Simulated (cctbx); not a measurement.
## LuBeB with cctbx, script by script

Library: cctbx 2025.11.

## 1. Energy scan

run.py:

```python
from cctbx import adptbx, crystal, miller, xray
from cctbx.array_family import flex
from cctbx.eltbx import sasaki

cs = crystal.symmetry(unit_cell=(3.395, 3.395, 6.634, 90, 90, 90), space_group_symbol='Hall: -P 4c 2')  # P4_2/mmc
atoms = [  # label, site, U (iso, or U11 U22 U33 U12 U13 U23 in A^2), occupancy
    ("Lu1", (0, 0, 0.25), (0.0048, 0.0048, 0.0035, 0.0000, 0.0000, 0.0000), 1),
    ("B1", (0, 0.5, 0), (0.0096, 0.0092, 0.0090, 0.0000, 0.0000, 0.0000), 1),
    ("Be1", (0.5, 0.5, 0.5), (0.0071, 0.0075, 0.0045, 0.0000, 0.0000, 0.0000), 1),
]
xs = xray.structure(crystal_symmetry=cs)
for label, site, u, occ in atoms:
    u = adptbx.u_cif_as_u_star(cs.unit_cell(), u) if isinstance(u, tuple) else u
    xs.add_scatterer(xray.scatterer(label, site=site, u=u, occupancy=occ))
hkl = [(1, 2, 0), (1, 1, 2), (2, 1, 1), (0, 1, 0)]
ms = miller.set(cs, flex.miller_index(hkl + [tuple(-v for v in h) for h in hkl]), anomalous_flag=True)
print("E (eV)    f'(Lu)   f''   " + "".join("%16s" % ("|F|" + " ".join(map(str, h))) for h in hkl))
for e in [8644, 8994, 9124, 9184, 9214, 9229, 9236, 9240, 9248, 9252, 9259, 9274, 9304, 9394, 9644]:
    xs.set_inelastic_form_factors(12398.42 / e, "sasaki")
    t = sasaki.table("Lu").at_ev(e)
    f = flex.abs(ms.structure_factors_from_scatterers(xs, algorithm="direct").f_calc().data())
    n = len(hkl)
    print("%7.0f %7.2f %6.2f  " % (e, t.fp(), t.fdp()) + "".join("%9.1f/%6.1f" % (f[k], f[k + n]) for k in range(n)))
```

```console
$ python run.py
```

```text
E (eV)    f'(Lu)   f''           |F|1 2 0        |F|1 1 2        |F|2 1 1        |F|0 1 0
   8644   -8.63   4.18       79.4/  79.4     94.2/  94.2      3.4/   3.4    104.5/ 104.5
   8994  -10.48   3.92       75.8/  75.8     90.5/  90.5      3.4/   3.4    100.8/ 100.8
   9124  -12.04   3.83       72.8/  72.8     87.5/  87.5      3.4/   3.4     97.7/  97.7
   9184  -13.43   3.79       70.1/  70.1     84.7/  84.7      3.4/   3.4     94.9/  94.9
   9214  -14.88   3.77       67.4/  67.4     81.9/  81.9      3.4/   3.4     92.1/  92.1
   9229  -16.31   3.76       64.6/  64.6     79.1/  79.1      3.4/   3.4     89.2/  89.2
   9236  -17.58   3.76       62.2/  62.2     76.7/  76.7      3.4/   3.4     86.7/  86.7
   9240  -18.91   3.75       59.7/  59.7     74.1/  74.1      3.4/   3.4     84.1/  84.1
   9248  -19.67  10.54       61.2/  61.2     75.1/  75.1      3.4/   3.4     84.9/  84.9
   9252  -17.93  10.53       64.4/  64.4     78.4/  78.4      3.4/   3.4     88.2/  88.2
   9259  -16.47  10.51       67.0/  67.0     81.1/  81.1      3.4/   3.4     91.0/  91.0
   9274  -14.90  10.47       69.9/  69.9     84.1/  84.1      3.4/   3.4     94.0/  94.0
   9304  -13.35  10.40       72.7/  72.7     87.0/  87.0      3.4/   3.4     97.0/  97.0
   9394  -11.34  10.17       76.3/  76.3     90.7/  90.7      3.4/   3.4    100.8/ 100.8
   9644   -9.41   9.59       79.6/  79.6     94.2/  94.2      3.4/   3.4    104.4/ 104.4
```

It took 0.28 s on 1 thread of Arm Neoverse V2 (shared host), peak memory 0.07 GiB.

[Logs are printed without paths, hosts, clocks, repeated set-up lines and the standing remarks that a program may print on its own settings, such as how far it seeks lower states.]
